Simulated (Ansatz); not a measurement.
# RbNbS3: relaxing a made-up structure, part 2 of 2

This structure for RbNbS3 is made up. Its elements were placed in a known structure type with a cell scaled to their sizes. What cell does the guess relax to, and how far off was it?

Ansatz 0.2.0; DFT, r2SCAN, plane-wave PAW, files of the set soft_1, scalar-relativistic, no spin, cell and ions relaxed at zero pressure; PAW set soft_1 (the session's first sound run).

So far: Starting point; Relaxing cell and atoms. The relaxed cell has a = 4.881 Å (conventional setting).

## 3. Bands of the relaxed cell

A second self-consistent run takes a narrower smearing and the mesh shown in its input; the bands follow along the standard path of the relaxed lattice.

This step: DFT, r2SCAN, plane-wave PAW, files of the set soft_1, scalar-relativistic, no spin, bands and density of states at the relaxed cell; PAW set soft_1 (Ansatz 0.2.0).

input.yaml

```yaml
crystal:
  lattice:
    - [4.8807390256, 0.0, 0.0]
    - [0.0, 4.8807390256, 0.0]
    - [0.0, 0.0, 4.8807390256]
  atoms:
    - { symbol: Nb, position: [0.0, 0.0, 0.0] }
    - { symbol: Rb, position: [0.5, 0.5, 0.5] }
    - { symbol: S, position: [0.0, 0.0, 0.5] }
    - { symbol: S, position: [0.0, 0.5, 0.0] }
    - { symbol: S, position: [0.5, 0.0, 0.0] }
kpoints:
  mp_grid: { grid: [6, 6, 6] }
  band_path:
    path:
      - [[0.0, 0.0, 0.0], [0.0, 0.5, 0.0], [0.5, 0.5, 0.0], [0.0, 0.0, 0.0], [0.5, 0.5, 0.5], [0.0, 0.5, 0.0]]
      - [[0.5, 0.5, 0.0], [0.5, 0.5, 0.5]]
    npoints: 13
scf:
  occupations: { method: fermi_dirac, width: 0.03 }
  n_extra_bands: 9
hamiltonian:
  xc: r2scan
  pseudopotentials: { kind: paw, azcp: { folder: soft_1 } }
output:
  forces: true
  stress: true
  write_bands: true
  dos: { projected: true }
  write_density: true
  write_potential: true
  elf: true
  volumetric_format: npy
```

Command:

```sh
> ansatz run input.yaml --threads 4 --pin off --max-ram 8192MiB --backend cpu --events-out ev --progress --plain --runs-dir out
```

Numbers of over 12 decimals in the logs are rounded to 6 here.

The log of the run:

```text
[...]
Crystal: 5 atoms, lattice volume = 116.267 Å³
Basis set: ecut = 500 eV, 2945 PW (Γ), exchange–correlation on 144×144×144 points (64 copies of the dense FFT grid, shifted against one another)
Bands: 29, of which v1, the nominal top of the filled ones, is band 20 counted from 1 (19 counted from 0)
Symmetry: 48 space group operations
[...]
k-points: 20 of 216
[...]
SCF iter   1: F=—  HF=-10566.781575 eV  |F-HF|=—  |Δ(HF+E_count)|=         —  Δρ=5.98e-2  dr2=9.19e0  dr2_τ=3.22e-1  ethr=3.10e-3  ⟨swp⟩=7.6  Hψ=3106  notcnv=0
[...]
SCF iter   9: F=-10564.881122 eV  HF=-10564.881122 eV  |F-HF|=4.13e-10  |Δ(HF+E_count)|=   4.81e-9  Δρ=9.55e-7  dr2=1.97e-9  dr2_τ=1.55e-10  ethr=2.50e-10  ⟨swp⟩=17.9  Hψ=5023  notcnv=0
SCF 1 converged in 9 iterations: F = -10564.881122 eV  dr2 = 1.97e-9
[...]
NSCF: frozen V_eff on 80 k-points
SCF converged after 9 iterations
Free energy (F): -10564.881122 eV
[...]
Internal energy: -10564.880282 eV  (E = F + TS)
E sigma→0 (E₀):  -10564.880702 eV
Entropy (-TS):   -0.000841 eV (-0.168 meV/atom)
Fermi energy:    6.899491 eV
[...]
--- Stress (GPa, compression-positive) ---
       -0.001273       0.000000       0.000000
        0.000000      -0.001273       0.000000
        0.000000       0.000000      -0.001273
  P = ⅓ Tr σ = -0.0013 GPa (-0.013 kbar)
--- Band table (eV; the first three rows and the last of 20) ---
  k-point 0: bands = [... 16 lower, 5.7012, 6.4212, 6.4212, 6.4212, 6.4410, 6.4410, 6.4410, 8.3823, ... 5 higher]
  k-point 1: bands = [... 16 lower, 5.5568, 5.6480, 6.1828, 6.1828, 6.4358, 7.4366, 7.4366, 8.3976, ... 5 higher]
  k-point 2: bands = [... 16 lower, 4.8669, 5.2983, 6.1086, 6.1086, 6.4654, 8.4211, 8.5216, 8.5216, ... 5 higher]
  k-point 19: bands = [... 16 lower, 2.8953, 7.0532, 7.0532, 7.0532, 9.5082, 9.5082, 9.5082, 12.4231, ... 5 higher]
```

Run time: 5.7 s. Hardware: 4 threads of Arm Neoverse V2, shared host; peak memory 0.63 GiB.

Reading the cycles: dr2 is the Hartree energy of the density residual (eV), the measure of convergence; HF is the Harris–Foulkes estimate of the energy, which meets the free energy F at convergence.

Numbers from this step:

```yaml
free_energy: -10564.8811 eV
energy_at_zero_smearing: -10564.8807 eV
smearing_term_ts: 8.41e-4 eV
fermi_energy: 6.899 eV
pressure: -0.001273 GPa
```

From bands.tsv, the bands that come nearest the Fermi level along the path, at its corners, in eV from the Fermi level:

| point | band 17 | band 18 | band 19 | band 20 | band 21 | band 22 | band 23 | band 24 |
| --- | --- | --- | --- | --- | --- | --- | --- | --- |
| Γ | -1.20 | -0.48 | -0.48 | -0.48 | -0.46 | -0.46 | -0.46 | 1.48 |
| X | -2.30 | -1.72 | -0.82 | -0.82 | -0.42 | 1.53 | 2.12 | 2.12 |
| M | -2.50 | -1.69 | -1.69 | 0.10 | 2.08 | 2.08 | 2.42 | 2.46 |
| Γ | -1.20 | -0.48 | -0.48 | -0.48 | -0.46 | -0.46 | -0.46 | 1.48 |
| R | -4.00 | 0.15 | 0.15 | 0.15 | 2.61 | 2.61 | 2.61 | 5.52 |
| X | -2.30 | -1.72 | -0.82 | -0.82 | -0.42 | 1.53 | 2.12 | 2.12 |
| M | -2.50 | -1.69 | -1.69 | 0.10 | 2.08 | 2.08 | 2.42 | 2.46 |
| R | -4.00 | 0.15 | 0.15 | 0.15 | 2.61 | 2.61 | 2.61 | 5.52 |

Counts of states for the cell as run, both spins, by energy window (eV from the Fermi level):

```
from  to  total
  -8  -7   0.00
  -7  -6   0.00
  -6  -5   0.94
  -5  -4   2.89
  -4  -3   5.28
  -3  -2   2.39
  -2  -1   3.61
  -1   0   2.92
   0   1   1.18
   1   2   3.29
   2   3   2.72
   3   4   0.83
   4   5   0.73
   5   6   0.94
```

Below -8 eV lie 22.0 more states.

Electrostatic potential energy in the ac plane at fractional y = 0.000, with atoms of Nb and S within 0.2 Å of it. With pseudopotentials it is smooth inside the atoms' cores, unlike the true potential.

Values in eV, 14 rows by 14 columns, each cell a mean:
```
-60 -52 -25  -2   0 -23 -33 -30 -33 -10   2 -10 -38 -59
-43 -31 -11   3   5  -5 -21 -25 -15   1   5  -1 -19 -38
-13  -6   2   7   9   7   2   1   4   8   9   5  -1 -10
  0   3   7  10  11  11  10  10  10  11  10   9   5   2
-14  -5   5  10  11  12  12  12  12  12  11   8   1 -10
-34 -28  -5   8  11  12  12  12  12  12  10   4 -15 -33
-24 -33 -13   7  11  12  12  12  12  12  10   1 -25 -30
-30 -32 -10   7  11  12  12  12  12  12  10   2 -21 -33
-28 -16   1   9  11  12  12  12  12  12  11   7  -5 -23
 -2   2   7  10  11  11  11  11  11  11  11   9   5   0
 -4   0   5   8  10   9   7   7   8  10  10   7   3  -2
-29 -19  -4   5   7   1 -10 -13  -5   5   7   2 -11 -25
-56 -45 -19   0   2 -16 -32 -33 -28  -5   3  -6 -31 -52
-60 -56 -29  -4  -2 -28 -30 -24 -34 -14   0 -13 -43 -60
```
Columns run along a (4.9 Å; values clipped at the 3rd and 97th percentile), rows up along c (4.9 Å). Atoms in or near the plane, at fractional coordinates: Nb at (0.00, 0.00), S at (0.00, 0.50), S at (0.50, 0.00).

Valence density in the ac plane at fractional y = 0.000, with atoms of Nb and S within 0.2 Å of it. It is the smooth field of the valence electrons, not physical close to the nuclei.

Values in e/Å³, 14 rows by 14 columns, each cell a mean:
```
4.9 4.0 1.6 0.5 0.7 1.1 0.9 0.7 1.0 0.9 0.5 0.8 2.6 4.7
3.1 1.9 0.7 0.3 0.4 0.8 1.0 1.0 0.9 0.6 0.3 0.4 1.1 2.6
0.9 0.6 0.3 0.2 0.2 0.4 0.5 0.5 0.4 0.3 0.2 0.2 0.4 0.8
0.6 0.4 0.3 0.1 0.1 0.1 0.2 0.2 0.2 0.1 0.1 0.2 0.3 0.5
1.0 0.8 0.4 0.2 0.1 0.1 0.1 0.1 0.1 0.1 0.1 0.3 0.6 0.9
0.9 1.1 0.7 0.3 0.1 0.0 0.0 0.0 0.0 0.1 0.2 0.4 0.9 1.0
0.3 0.9 0.8 0.3 0.1 0.0 0.0 0.0 0.0 0.1 0.2 0.5 1.0 0.7
0.6 1.0 0.8 0.3 0.1 0.0 0.0 0.0 0.0 0.1 0.2 0.5 1.0 0.9
1.1 1.0 0.6 0.2 0.1 0.0 0.0 0.0 0.0 0.1 0.1 0.4 0.8 1.1
0.7 0.6 0.3 0.2 0.1 0.1 0.1 0.1 0.1 0.1 0.1 0.2 0.4 0.7
0.6 0.4 0.2 0.2 0.2 0.2 0.3 0.3 0.3 0.2 0.1 0.2 0.3 0.5
1.9 1.2 0.4 0.2 0.3 0.6 0.8 0.8 0.7 0.4 0.3 0.3 0.7 1.6
4.5 3.2 1.2 0.4 0.6 1.0 1.0 0.9 1.1 0.8 0.4 0.6 1.9 4.0
4.7 4.5 1.9 0.6 0.7 1.1 0.6 0.3 0.9 1.0 0.6 0.9 3.1 4.9
```
Columns run along a (4.9 Å), rows up along c (4.9 Å). Atoms in or near the plane, at fractional coordinates: Nb at (0.00, 0.00), S at (0.00, 0.50), S at (0.50, 0.00).

ELF in the ac plane at fractional y = 0.000, with atoms of Nb and S within 0.2 Å of it. It is the smooth field of the valence electrons, not physical close to the nuclei.

Ten even steps from '0' (0.01) to '9' (0.84), each cell a mean:
```
58638931696377
87328998995257
43125899973123
66422477631356
99951022103799
48983000016996
05995000027981
16994000027993
89972000004899
88731245312588
33213799852223
65227999994136
78538965896378
27638810496485
```
Columns run along a (4.9 Å), rows up along c (4.9 Å). Atoms in or near the plane, at fractional coordinates: Nb at (0.00, 0.00), S at (0.00, 0.50), S at (0.50, 0.00).

## 4. Outcome

```yaml
space_group_relaxed: Pm-3m
conventional_cell: a = 4.881, b = 4.881, c = 4.881 Å; α = 90.0°, β = 90.0°, γ = 90.0°
volume_per_atom: 23.25 Å³ (guess 27.10)
```

In words: RbNbS3 relaxes to Pm-3m with a = 4.881, b = 4.881 and c = 4.881 Å. The guessed volume was 17 % too large. The space group Pm-3m was held in the relaxation, so the end point is a stationary structure within it and may be a saddle against distortions or other arrangements. Bands cross the Fermi level, so it is a metal or semimetal at this level. On the 6×6×6 mesh with the narrower smearing (relaxed on 5×5×5) the forces vanish, as symmetry may demand, and the largest stress component is 0.001 GPa, within the relaxation's thresholds of 0.015 eV/Å and 0.05 GPa. The cutoff wasn't tested. No dispersion term is used, so weakly bound directions may come out too long. The runs have no spin, and magnetism wasn't tested. Nothing here tests whether the compound is stable against decomposition.

[Logs are printed without paths, hosts, clocks, repeated set-up lines and the standing remarks that a program may print on its own settings, such as how far it seeks lower states.]

[Hosts, paths, dates, database ids (printed as entryN), source tags and the programs' standing remarks are cut or masked in the printed files.]
